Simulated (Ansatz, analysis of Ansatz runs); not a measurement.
## Migration in Li2CdCl4 (Imma): V_Li hop (4.5 Å), charge −1

Aim: the barrier of one jump in Li2CdCl4 (Imma) at charge −1: V_Li hop (4.5 Å). The model is a cell of 56 host atoms with 1 Li taken out; Li is the atom that moves.

Main program and level: Ansatz 0.2.0; plane-wave PAW DFT, PBEsol; nudged elastic band between two relaxed defect structures at fixed charge in a uniform background.

**1. Set-up**

The cell holds 55 atoms: 15 Li, 8 Cd and 32 Cl. Cell: a = 12.949 Å, b = 12.809 Å, c = 10.609 Å, α = 66.4°, β = 65.0°, γ = 48.6°. It derives from Li2CdCl4 (space group Imma). Nearest the centre at fractional (0.284, 0.659, 0.466): Cl28 at 1.09 Å, Li4 at 2.23 Å, Cl37 at 2.84 Å, Cl44 at 2.88 Å, Cl53 at 2.88 Å, Cd21 at 3.41 Å, Cd16 at 3.41 Å, Li9 at 3.43 Å. The cell carries charge −1.

The cell's shortest repeat is 10.6 Å.

**2. Relaxation of the start point, charge −1**

A barrier is counted from a minimum, so both ends are relaxed first. Small random displacements break the symmetry of the ideal sites, so that the defect can distort if it gains by it. The charge of −1 is set by the electron count, and a uniform background keeps the cell neutral.

The input, qm1.start/input.yaml:

```yaml
crystal:
  lattice:
    - [0.0, 7.62069338, 10.46883164]
    - [7.38023042, 0.0, 10.46883164]
    - [7.38023042, 7.62069338, 0.0]
  atoms:
    - { symbol: Li, position: [0.19605462, 0.44605462, 0.05394538] }
    - { symbol: Li, position: [0.69605462, 0.94605462, 0.55394538] }
    - { symbol: Li, position: [0.94605462, 0.19605462, 0.80394538] }
    - { symbol: Li, position: [0.125, 0.625, 0.625] }
    - { symbol: Li, position: [0.375, 0.875, 0.875] }
    - { symbol: Li, position: [0.625, 0.125, 0.125] }
    - { symbol: Li, position: [0.875, 0.375, 0.375] }
    - { symbol: Li, position: [0.125, 0.125, 0.125] }
    - { symbol: Li, position: [0.375, 0.375, 0.375] }
    - { symbol: Li, position: [0.625, 0.625, 0.625] }
    - { symbol: Li, position: [0.875, 0.875, 0.875] }
    - { symbol: Li, position: [0.05394538, 0.80394538, 0.19605462] }
    - { symbol: Li, position: [0.30394538, 0.05394538, 0.44605462] }
    - { symbol: Li, position: [0.55394538, 0.30394538, 0.69605462] }
    - { symbol: Li, position: [0.80394538, 0.55394538, 0.94605462] }
    - { symbol: Cd, position: [0.0, 0.0, 0.5] }
    - { symbol: Cd, position: [0.25, 0.25, 0.75] }
    - { symbol: Cd, position: [0.5, 0.5, 0.0] }
    - { symbol: Cd, position: [0.75, 0.75, 0.25] }
    - { symbol: Cd, position: [0.0, 0.5, 0.5] }
    - { symbol: Cd, position: [0.25, 0.75, 0.75] }
    - { symbol: Cd, position: [0.5, 0.0, 0.0] }
    - { symbol: Cd, position: [0.75, 0.25, 0.25] }
    - { symbol: Cl, position: [0.13698115, 0.11817834, 0.88182166] }
    - { symbol: Cl, position: [0.38698115, 0.36817834, 0.13182166] }
    - { symbol: Cl, position: [0.63698115, 0.61817834, 0.38182166] }
    - { symbol: Cl, position: [0.88698115, 0.86817834, 0.63182166] }
    - { symbol: Cl, position: [0.24656242, 0.7496538, 0.50343758] }
    - { symbol: Cl, position: [0.49656242, 0.9996538, 0.75343758] }
    - { symbol: Cl, position: [0.74656242, 0.2496538, 0.00343758] }
    - { symbol: Cl, position: [0.99656242, 0.4996538, 0.25343758] }
    - { symbol: Cl, position: [0.11817834, 0.63698115, 0.86301885] }
    - { symbol: Cl, position: [0.36817834, 0.88698115, 0.11301885] }
    - { symbol: Cl, position: [0.61817834, 0.13698115, 0.36301885] }
    - { symbol: Cl, position: [0.86817834, 0.38698115, 0.61301885] }
    - { symbol: Cl, position: [0.2496538, 0.24656242, 0.0003462] }
    - { symbol: Cl, position: [0.4996538, 0.49656242, 0.2503462] }
    - { symbol: Cl, position: [0.7496538, 0.74656242, 0.5003462] }
    - { symbol: Cl, position: [0.9996538, 0.99656242, 0.7503462] }
    - { symbol: Cl, position: [0.0003462, 0.00343758, 0.2496538] }
    - { symbol: Cl, position: [0.2503462, 0.25343758, 0.4996538] }
    - { symbol: Cl, position: [0.5003462, 0.50343758, 0.7496538] }
    - { symbol: Cl, position: [0.7503462, 0.75343758, 0.9996538] }
    - { symbol: Cl, position: [0.13182166, 0.61301885, 0.38698115] }
    - { symbol: Cl, position: [0.38182166, 0.86301885, 0.63698115] }
    - { symbol: Cl, position: [0.63182166, 0.11301885, 0.88698115] }
    - { symbol: Cl, position: [0.88182166, 0.36301885, 0.13698115] }
    - { symbol: Cl, position: [0.00343758, 0.5003462, 0.74656242] }
    - { symbol: Cl, position: [0.25343758, 0.7503462, 0.99656242] }
    - { symbol: Cl, position: [0.50343758, 0.0003462, 0.24656242] }
    - { symbol: Cl, position: [0.75343758, 0.2503462, 0.49656242] }
    - { symbol: Cl, position: [0.11301885, 0.13182166, 0.36817834] }
    - { symbol: Cl, position: [0.36301885, 0.38182166, 0.61817834] }
    - { symbol: Cl, position: [0.61301885, 0.63182166, 0.86817834] }
    - { symbol: Cl, position: [0.86301885, 0.88182166, 0.11817834] }
total_charge: -1
basis:
  ecutwfc: 420
  xc_grid: 2
hamiltonian:
  xc: pbesol
kpoints:
  mp_grid: { grid: [1, 1, 1], shift: [0.25, 0.25, 0.25] }
scf:
  occupations: { method: fixed }
  max_iter: 120
output:
  forces: true
relax:
  f_tol: 0.02
  max_steps: 70
  random_displacement: { amplitude: 0.03, seed: 5623 }
```

Launch:

```sh
$ ansatz run input.yaml --threads 4 --pin off --max-ram 14131MiB --backend cpu --events-out ev --progress --plain --runs-dir out
```

Numbers of over 12 decimals in the logs are rounded to 6 here.

What it wrote:

```text
[... repeated set-up lines and file paths are left out, and long positions are rounded to six places ...]
The last accepted step is kept in <dir> (removed where the run ends without a failure and the disk answers)
Engine: ansatz 0.2.0, aarch64-unknown-linux-gnu
Pseudopotentials: kind: paw
Pseudopotential: Li, paw, valence charge 3, recommended cutoff 420 eV (normal), Li.paw.azcp
Pseudopotential: Cd, paw, valence charge 20, recommended cutoff 420 eV (normal), Cd.paw.azcp
Pseudopotential: Cl, paw, valence charge 7, recommended cutoff 420 eV (normal), Cl.paw.azcp
Functional definition: PBEsol
  exchange = pbesol_x
  correlation = pbesol_c
Crystal: 55 atoms, lattice volume = 1177.586 Å³
Basis set: ecut = 420 eV, 23051 PW (Γ), exchange–correlation on 180×180×144 points (8 copies of the dense FFT grid, shifted against one another)
Bands: 270, of which v1, the nominal top of the filled ones, is band 215 counted from 1 (214 counted from 0)
Symmetry: 1 space group operations
k-points: 1
Non-local potential: Li, projectors of the file, l = 0: 3, l = 1: 2, l = 2: 1
Non-local potential: Cd, projectors of the file, l = 0: 3, l = 1: 2, l = 2: 2, l = 3: 1
Non-local potential: Cl, projectors of the file, l = 0: 2, l = 1: 2, l = 2: 2
PAW form: soft (Blöchl's): semilocal exchange-correlation on the pseudo side does not see the compensation charge
PAW frozen core: Cd, regenerated for the run's functional, and the local potential with it (the file was generated under x = pbe(κ = 0.804, μ = 0.219515), c = pbe(β = 0.066725))
PAW frozen core: Cl, regenerated for the run's functional, and the local potential with it (the file was generated under x = pbe(κ = 0.804, μ = 0.219515), c = pbe(β = 0.066725))
PAW one-centre angular grid: Li, 110 points (default); XC on 64 Gauss nodes
PAW one-centre angular grid: Cd, 590 points (default); XC on 64 Gauss nodes
PAW one-centre angular grid: Cl, 110 points (default); XC on 64 Gauss nodes
Initial density: superposition of atomic densities (neutral atoms scaled as one to the charged cell's electrons: chi_scale 0, normalization atom), corrected by the library's trained network
Initial wavefunctions: pseudopotential atomic-orbital guess
Functional: x = pbesol(κ = 0.804, μ = 0.123457), c = pbesol(β = 0.046)
SCF iter   1: F=—  HF=-102540.624194 eV  |F-HF|=—  |Δ(HF+E_count)|=         —  Δρ=9.39e-3  dr2=1.11e0  ethr=1.77e-3  ⟨swp⟩=5.0  Hψ=780  notcnv=0  defer=53
preconditioner: auto → Resta (q_TF=auto, 2.307 Å⁻¹)  ε∞=3.5  [insulator: Δε(μ)=3.735 eV  Ē_g=12.633 eV  n_scr=242 (ndim 8)  ℏωp=19.8 eV  f_vac=0.069  ε∞_Penn≈3.5]
SCF iter   2: F=—  HF=-102540.262149 eV  |F-HF|=—  |Δ(HF+E_count)|=   3.62e-1  Δρ=2.37e-3  dr2=9.52e-2  ethr=2.58e-4  ⟨swp⟩=3.0  Hψ=497  notcnv=0  defer=53
SCF iter   3: F=—  HF=-102540.237207 eV  |F-HF|=—  |Δ(HF+E_count)|=   2.49e-2  Δρ=8.85e-4  dr2=1.24e-2  ethr=2.21e-5  ⟨swp⟩=2.0  Hψ=344  notcnv=0  defer=53
SCF iter   4: F=—  HF=-102540.237796 eV  |F-HF|=—  |Δ(HF+E_count)|=   5.89e-4  Δρ=2.60e-4  dr2=8.81e-4  ethr=2.88e-6  ⟨swp⟩=2.0  Hψ=361  notcnv=0  defer=53
SCF iter   5: F=—  HF=-102540.239842 eV  |F-HF|=—  |Δ(HF+E_count)|=   2.05e-3  Δρ=6.70e-5  dr2=6.22e-5  ethr=2.05e-7  ⟨swp⟩=2.0  Hψ=430  notcnv=0  defer=52
SCF iter   6: F=—  HF=-102540.239941 eV  |F-HF|=—  |Δ(HF+E_count)|=   9.95e-5  Δρ=4.01e-5  dr2=1.54e-5  ethr=2.33e-9  ⟨swp⟩=4.0  Hψ=840  notcnv=0
SCF iter   7: F=-102540.239950 eV  HF=-102540.239948 eV  |F-HF|=2.45e-6  |Δ(HF+E_count)|=   6.83e-6  Δρ=9.43e-6  dr2=1.35e-6  ethr=2.33e-9  ⟨swp⟩=4.0  Hψ=832  notcnv=0
SCF 1 converged in 7 iterations: F = -102540.239950 eV  dr2 = 1.35e-6
  greatest PAW one-centre occupation: 1.000 electrons in one spin orbital (limit 2), on the Cd atom at site 18 (counted from 0), in its partial waves of l = 0
relax step   1: F+E_penalty+E_count = -102540.23995036 eV  Δ(F+E_penalty+E_count) = +0.000e0 eV  max|allowed force component| = 5.972e-1 eV/Å  Δτ_max = 0.0000 Å  (7 SCF iters, dr2 threshold 1.00e-5 eV, accepted)
[... the SCF cycles and remarks between the steps are left out from here to the last step ...]
relax step   2: F+E_penalty+E_count = -102540.52274716 eV  Δ(F+E_penalty+E_count) = -2.828e-1 eV  max|allowed force component| = 3.157e-1 eV/Å  Δτ_max = 0.1324 Å  (6 SCF iters, dr2 threshold 2.23e-5 eV, accepted)
relax step   3: F+E_penalty+E_count = -102540.55706589 eV  Δ(F+E_penalty+E_count) = -3.432e-2 eV  max|allowed force component| = 4.456e-2 eV/Å  Δτ_max = 0.0602 Å  (5 SCF iters, dr2 threshold 6.23e-6 eV, accepted)
SCF iter   1: F=—  HF=-102540.574891 eV  |F-HF|=—  |Δ(HF+E_count)|=         —  Δρ=1.80e-3  dr2=3.60e-2  ethr=4.11e-5  ⟨swp⟩=5.0  Hψ=539  notcnv=0  defer=53
SCF iter   2: F=—  HF=-102540.563191 eV  |F-HF|=—  |Δ(HF+E_count)|=   1.17e-2  Δρ=6.53e-4  dr2=4.13e-3  ethr=8.36e-6  ⟨swp⟩=3.0  Hψ=492  notcnv=0  defer=53
SCF iter   3: F=—  HF=-102540.562458 eV  |F-HF|=—  |Δ(HF+E_count)|=   7.33e-4  Δρ=1.62e-4  dr2=2.12e-4  ethr=9.61e-7  ⟨swp⟩=2.0  Hψ=426  notcnv=0  defer=53
SCF iter   4: F=—  HF=-102540.562508 eV  |F-HF|=—  |Δ(HF+E_count)|=   5.06e-5  Δρ=2.38e-5  dr2=9.57e-6  ethr=4.92e-8  ⟨swp⟩=2.0  Hψ=367  notcnv=0  defer=47
SCF iter   5: F=—  HF=-102540.563817 eV  |F-HF|=—  |Δ(HF+E_count)|=   1.31e-3  Δρ=8.98e-6  dr2=1.15e-6  ethr=2.23e-9  ⟨swp⟩=2.0  Hψ=424  notcnv=0  defer=47
SCF iter   6: F=—  HF=-102540.563818 eV  |F-HF|=—  |Δ(HF+E_count)|=   5.42e-7  Δρ=4.26e-6  dr2=1.82e-7  ethr=2.69e-10  ⟨swp⟩=2.0  Hψ=436  notcnv=0  defer=47
SCF iter   7: F=-102540.563818 eV  HF=-102540.563818 eV  |F-HF|=7.74e-9  |Δ(HF+E_count)|=   9.55e-9  Δρ=9.12e-7  dr2=1.09e-8  ethr=2.33e-11  ⟨swp⟩=4.0  Hψ=705  notcnv=0
SCF 4 converged in 7 iterations: F = -102540.563818 eV  dr2 = 1.09e-8
relax step   4: F+E_penalty+E_count = -102540.56381798 eV  Δ(F+E_penalty+E_count) = -6.752e-3 eV  max|allowed force component| = 1.272e-2 eV/Å  Δτ_max = 0.0273 Å  (7 SCF iters, accepted)
SCF converged after 7 iterations
Free energy (F): -102540.563818 eV
Harris-Foulkes:  -102540.563818 eV  (|F-HF|=7.74e-9)
Internal energy: -102540.563818 eV  (E = F + TS)
E sigma→0 (E₀):  -102540.563818 eV
Fermi energy:    2.522431 eV
--- Per-component energies (eV) ---
  E_band       = -6377.796814
  E_kinetic    = 9529.019418
  E_local      = -48847.098044  (includes V_loc(G=0)·N_el)
  E_nonlocal   = 740.613810
  E_hartree    = 21248.346217
  E_xc         = -4958.770662
  E_vxc        = -5865.027318  (∫ρ·V_xc dr)
  E_paw        = -52959.656526  (= ΣΔE_a)
  E_vpaw       = -4431.994084  (= ΣTr[D̂ρ^β])
  E_aug_tail   = 0.003284  (compensation charges beyond the density's cutoff)
  E_ewald      = -27298.266820
  E_core_change = 5.245505  (= ΣΔE_core)
  E_smearing   = -0.000000  (= −TS)
  E_closure    = -0.000000  (closes the sum)
  E_deformation_potential = -10.802585  (in the stress; not in F)
  Σ components = -102540.563818   (vs F -102540.563818, Δ=0.00e0)
--- Forces (eV/Å), atoms counted from 1 ---
  atom   1  Li    -0.00112541    -0.00072598     0.01034423
  atom   2  Li     0.00125638     0.00314316     0.01006302
  [... 1 atom left out ...]
  atom   4  Li     0.00485690     0.00314184     0.00604224
  [... 4 atoms left out ...]
  atom   9  Li    -0.00176032    -0.00069906     0.00554664
  [... 6 atoms left out ...]
  atom  16  Cd    -0.00562806     0.00475896     0.00472184
  [... 4 atoms left out ...]
  atom  21  Cd    -0.00217209    -0.00508115     0.00402276
  [... 5 atoms left out ...]
  atom  27  Cl     0.00254022    -0.00209994    -0.00933424
  atom  28  Cl    -0.00083696    -0.00118625    -0.00449491
  [... 3 atoms left out ...]
  atom  32  Cl    -0.00031387     0.00326428    -0.00332847
  [... 4 atoms left out ...]
  atom  37  Cl    -0.00064603    -0.00132722    -0.00180719
  [... 6 atoms left out ...]
  atom  44  Cl     0.00173964     0.00158589    -0.00173838
  [... 8 atoms left out ...]
  atom  53  Cl     0.00001384     0.00307384    -0.00009385
  [... 2 atoms left out ...]
  max |Σ_I F_I| component: 3.33e-5 eV/Å
--- Relaxed structure (4 steps of the walk, 4 accepted, 0 SCFs on fresh bases) ---
  F+E_penalty+E_count = -102540.56381798 eV   max|allowed force component| = 1.272e-2 eV/Å
  atoms:
    - { symbol: Li, position: [0.195654, 0.446527, 0.053779] }
    - { symbol: Li, position: [0.695644, 0.946393, 0.553617] }
    [... 1 atom left out ...]
    - { symbol: Li, position: [0.127021, 0.629681, 0.622118] }
    [... 4 atoms left out ...]
    - { symbol: Li, position: [0.379205, 0.377308, 0.370547] }
    [... 6 atoms left out ...]
    - { symbol: Cd, position: [0.004192, -0.003844, 0.499168] }
    [... 4 atoms left out ...]
    - { symbol: Cd, position: [0.250568, 0.749658, 0.745623] }
    [... 5 atoms left out ...]
    - { symbol: Cl, position: [0.884099, 0.869554, 0.633040] }
    - { symbol: Cl, position: [0.242537, 0.751665, 0.507496] }
    [... 3 atoms left out ...]
    - { symbol: Cl, position: [0.115977, 0.637373, 0.865506] }
    [... 4 atoms left out ...]
    - { symbol: Cl, position: [0.500987, 0.493208, 0.248231] }
    [... 6 atoms left out ...]
    - { symbol: Cl, position: [0.132838, 0.614091, 0.385720] }
    [... 8 atoms left out ...]
    - { symbol: Cl, position: [0.363689, 0.383159, 0.616887] }
    [... 2 atoms left out ...]
```

Elapsed: 48 s, on 4 threads of Arm Neoverse V1, shared host; peak memory 1.8 GiB; 3.1 min of CPU time.

The steps of the relaxation:

| step | energy less that of the first step (eV) | largest force component (eV/Å) |
| --- | --- | --- |
| 1 | 0.0000 | 0.5972 |
| 2 | -0.2828 | 0.3157 |
| 3 | -0.3171 | 0.0446 |
| 4 | -0.3239 | 0.0127 |

The atoms that moved most (Å, from the sites as typed, ahead of the random displacement, the mean shift of all atoms taken out):

| atom | dx | dy | dz | length |
| --- | --- | --- | --- | --- |
| Cl33 | -0.001 | -0.096 | 0.025 | 0.100 |
| Cl26 | -0.003 | 0.096 | 0.022 | 0.099 |
| Li4 | 0.013 | -0.004 | 0.070 | 0.071 |
| Li9 | -0.016 | 0.000 | 0.068 | 0.070 |
| Cd19 | -0.004 | 0.001 | -0.067 | 0.067 |
| Cd22 | 0.002 | -0.005 | -0.062 | 0.062 |
| Cl24 | -0.001 | -0.052 | 0.017 | 0.055 |
| Cl35 | 0.000 | 0.051 | 0.018 | 0.054 |

Neighbours of Li4 at the end:

| atom | distance (Å) |
| --- | --- |
| Cl28 | 2.487 |
| Cl27 | 2.560 |
| Cl44 | 2.561 |
| Cl32 | 2.563 |
| Cl53 | 2.564 |
| Cl48 | 2.626 |
| Cd16 | 3.639 |
| Cd21 | 3.643 |
| Li11 | 3.684 |

Numbers from this step:

```
free energy                                                                                       : -102540.5638 eV
r.m.s. move of the farther half of the atoms                                                      : 0.03988 Å
largest move from the ideal geometry of this structure, a common shift of the far atoms taken out : 0.1009 Å
```

The relaxation gained 0.324 eV and ended with a largest force component of 0.013 eV/Å.

**3. Relaxation of the end point, charge −1**

The end point is relaxed in the same cell and settings, so that the two energies compare. Atoms more than 3.2 Å from the middle of the hop start where the first relaxation left them, the nearer ones on or close to their ideal places, with small random displacements.

The input, qm1.end/input.yaml:

```yaml
crystal:
  lattice:
    - [0.0, 7.62069338, 10.46883164]
    - [7.38023042, 0.0, 10.46883164]
    - [7.38023042, 7.62069338, 0.0]
  atoms:
    - { symbol: Li, position: [0.19596552, 0.44676765, 0.05371901] }
    - { symbol: Li, position: [0.69595597, 0.94663377, 0.55355639] }
[... 1 atom line left out ...]
    - { symbol: Li, position: [0.443876, 0.693876, 0.306124] }
[... 4 atom lines left out ...]
    - { symbol: Li, position: [0.37951696, 0.37754821, 0.37048692] }
[... 6 atom lines left out ...]
    - { symbol: Cd, position: [0.00450385, -0.00360405, 0.49910808] }
[... 4 atom lines left out ...]
    - { symbol: Cd, position: [0.25088013, 0.74989848, 0.74556315] }
[... 5 atom lines left out ...]
    - { symbol: Cl, position: [0.88441065, 0.8697945, 0.63298011] }
    - { symbol: Cl, position: [0.24656242, 0.7496538, 0.50343758] }
[... 3 atom lines left out ...]
    - { symbol: Cl, position: [0.11628902, 0.63761323, 0.8654458] }
[... 4 atom lines left out ...]
    - { symbol: Cl, position: [0.4996538, 0.49656242, 0.2503462] }
[... 2 atom lines left out ...]
    - { symbol: Cl, position: [-0.00351376, 0.00645186, 0.24927185] }
[... 1 atom line left out ...]
    - { symbol: Cl, position: [0.5009414, 0.50181074, 0.75360102] }
[... 1 atom line left out ...]
    - { symbol: Cl, position: [0.13182166, 0.61301885, 0.38698115] }
[... 8 atom lines left out ...]
    - { symbol: Cl, position: [0.36301885, 0.38182166, 0.61817834] }
[... 1 atom line left out ...]
    - { symbol: Cl, position: [0.86151341, 0.87899166, 0.12127213] }
total_charge: -1
basis:
  ecutwfc: 420
  xc_grid: 2
hamiltonian:
  xc: pbesol
kpoints:
  mp_grid: { grid: [1, 1, 1], shift: [0.25, 0.25, 0.25] }
scf:
  occupations: { method: fixed }
  max_iter: 120
output:
  forces: true
relax:
  f_tol: 0.02
  max_steps: 70
  random_displacement: { amplitude: 0.01, seed: 5623 }
```

What it wrote:

```text
[...]
Crystal: 55 atoms, lattice volume = 1177.586 Å³
Basis set: ecut = 420 eV, 23051 PW (Γ), exchange–correlation on 180×180×144 points (8 copies of the dense FFT grid, shifted against one another)
Bands: 270, of which v1, the nominal top of the filled ones, is band 215 counted from 1 (214 counted from 0)
Symmetry: 1 space group operations
k-points: 1
[...]
SCF iter   1: F=—  HF=-102540.322771 eV  |F-HF|=—  |Δ(HF+E_count)|=         —  Δρ=9.40e-3  dr2=1.11e0  ethr=1.77e-3  ⟨swp⟩=5.0  Hψ=779  notcnv=0  defer=53
[...]
SCF iter   7: F=-102539.938631 eV  HF=-102539.938631 eV  |F-HF|=3.31e-7  |Δ(HF+E_count)|=   8.12e-6  Δρ=5.98e-6  dr2=6.18e-7  ethr=1.02e-9  ⟨swp⟩=2.0  Hψ=697  notcnv=0
SCF 1 converged in 7 iterations: F = -102539.938631 eV  dr2 = 6.18e-7
[...]
--- Relaxed structure (5 steps of the walk, 5 accepted, 0 SCFs on fresh bases) ---
  F+E_penalty+E_count = -102540.37175962 eV   max|allowed force component| = 1.342e-2 eV/Å
  atoms:
    - { symbol: Li, position: [0.194668, 0.448433, 0.059131] }
    - { symbol: Li, position: [0.690405, 0.952661, 0.555014] }
    [... 1 atom left out ...]
    - { symbol: Li, position: [0.444692, 0.698150, 0.305091] }
[...]
- { symbol: Li, position: [0.370562, 0.382330, 0.379440] }
[...]
- { symbol: Cd, position: [0.003358, -0.009323, 0.500214] }
[...]
- { symbol: Cd, position: [0.249814, 0.744276, 0.746664] }
[...]
- { symbol: Cl, position: [0.872556, 0.882197, 0.634141] }
    - { symbol: Cl, position: [0.251084, 0.752049, 0.499248] }
[...]
- { symbol: Cl, position: [0.115427, 0.639251, 0.877135] }
    [... 4 atoms left out ...]
    - { symbol: Cl, position: [0.502094, 0.498090, 0.247483] }
    [... 6 atoms left out ...]
    - { symbol: Cl, position: [0.134550, 0.611669, 0.372402] }
    [... 8 atoms left out ...]
    - { symbol: Cl, position: [0.377670, 0.368439, 0.615561] }
    [... 2 atoms left out ...]
[key lines of the parts left out:]
SCF converged after 3 iterations
Free energy (F): -102540.371760 eV
Fermi energy:    2.525621 eV
```

The job ended after 60 s (4 threads; peak memory 1.9 GiB; 3.8 min of CPU time).

Step by step:

| step | energy less that of the first step (eV) | largest force component (eV/Å) |
| --- | --- | --- |
| 1 | 0.0000 | 0.5689 |
| 2 | -0.3660 | 0.1994 |
| 3 | -0.3927 | 0.1182 |
| 4 | -0.4331 | 0.0134 |
| 5 | -0.4331 | 0.0134 |

The atoms that moved most (Å, from the sites as typed, ahead of the random displacement):

| atom | dx | dy | dz | length |
| --- | --- | --- | --- | --- |
| Cl53 | -0.118 | 0.092 | 0.013 | 0.151 |
| Cl44 | -0.118 | -0.090 | 0.014 | 0.149 |
| Cl32 | 0.098 | 0.083 | 0.008 | 0.129 |
| Cl27 | 0.100 | -0.081 | 0.006 | 0.129 |
| Li9 | 0.101 | 0.001 | -0.044 | 0.110 |
| Cl33 | -0.002 | 0.089 | -0.036 | 0.096 |
| Cl26 | 0.002 | -0.091 | -0.030 | 0.096 |
| Cl48 | 0.000 | 0.001 | -0.088 | 0.088 |

Neighbours of Li4 at the end:

| atom | distance (Å) |
| --- | --- |
| Cl28 | 2.343 |
| Cl33 | 2.366 |
| Cl26 | 2.366 |
| Cl37 | 2.418 |
| Cl50 | 4.160 |
| Cl43 | 4.168 |
| Cd22 | 4.198 |
| Cd19 | 4.199 |

This step gave:

```
free energy                                                                                       : -102540.3718 eV
r.m.s. move of the farther half of the atoms                                                      : 0.03539 Å
largest move from the ideal geometry of this structure, a common shift of the far atoms taken out : 0.1569 Å
```

The relaxation gained 0.433 eV and ended with a largest force component of 0.013 eV/Å. The end lies 0.192 eV above the start.

(Part 1 of 4 ends here.)

[Logs are printed without paths, hosts, clocks, repeated set-up lines and the standing remarks that a program may print on its own settings, such as how far it seeks lower states.]

[Hosts, paths, dates, database ids (printed as entryN), source tags and the programs' standing remarks are cut or masked in the printed files.]
